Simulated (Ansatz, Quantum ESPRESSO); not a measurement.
**Re (hcp): bulk modulus from a few volumes**

How stiff is hcp Re under hydrostatic load? Each row relaxes cell and atoms at a set pressure. The phase is followed to these pressures whether or not it stays the stable one.

Calculated with Quantum ESPRESSO 7.5, PBEsol, GBRV 1.5 ultrasoft potentials, cutoff 680 eV, Fermi–Dirac smearing 0.05 eV, k-mesh 18×18×10, no spin polarisation, no spin-orbit coupling.

Reference cell, relaxed at zero pressure with PBEsol (P6_3/mmc): a = 2.7502 Å, b = 2.7502 Å, c = 4.4425 Å, α = 90.00°, β = 90.00°, γ = 120.00°.

```csv
atom,x,y,z
Re,0.3333,0.6667,0.7500
Re,0.6667,0.3333,0.2500
```

```csv
V (Å³/atom),V/V0,P (GPa),E − E0 (meV/atom)
14.7037,1.0106,−4.017,1.7
14.3702,0.9877,5.032,3.1
14.0430,0.9652,15.063,23.9
13.8924,0.9548,20.103,40.6
13.6150,0.9358,30.154,84.4
```

V0 = 14.5498 Å³ an atom, where the residual pressure P0 is +0.019 GPa. **Question.** Fit the Birch–Murnaghan law and give the pressure and the energy at V = 14.2014 Å³ an atom, a row left out above.

With the Eulerian strain f = ½[(V0/V)^(2/3) − 1] and F = (P − P0)/[3f(1 + 2f)^(5/2)], the third-order law is the line F = B0 + (3/2) B0 (B′ − 4) f.

```
       f  F (GPa)
 0.02263   397.33
 0.01565   396.00
 0.01196   395.28
 0.00416   393.70
−0.00350   391.74
```

A straight line through the 5 rows: the means are 0.01018 for f and 394.81 for F, Σ(Δx)² = 0.0004115 and ΣΔxΔy = 0.0874, so the slope is 0.0874/0.0004115 = 212.41 and the intercept 394.81 − (212.41)(0.01018) = 392.65.

Hence B0 = 392.6 GPa and B′ = 4 + (212.4)/(1.5 × 392.6) = 4.36. For the withheld volume f = 0.00814, F = 394.38 GPa and P = 10.05 GPa. The run itself gives 10.06 GPa, so the estimate misses by 0.01 GPa, a rounding's worth.

Integrating the same law gives E − E0 = (9/2) B0 V0 f²[1 + (B′ − 4) f] + P0(V0 − V), with 1 GPa Å³ = 6.2415 meV: 10.7 meV an atom. The run itself gives 11.3 meV, so the estimate misses by 0.6 meV; the fitted rows themselves lie up to 1.5 meV off the law.

The same fit over all rows at other levels or in other programs gives B0 = 391 GPa with PBEsol (Ansatz).

[Logs are printed without paths, hosts, clocks, repeated set-up lines and the standing remarks that a program may print on its own settings, such as how far it seeks lower states.]
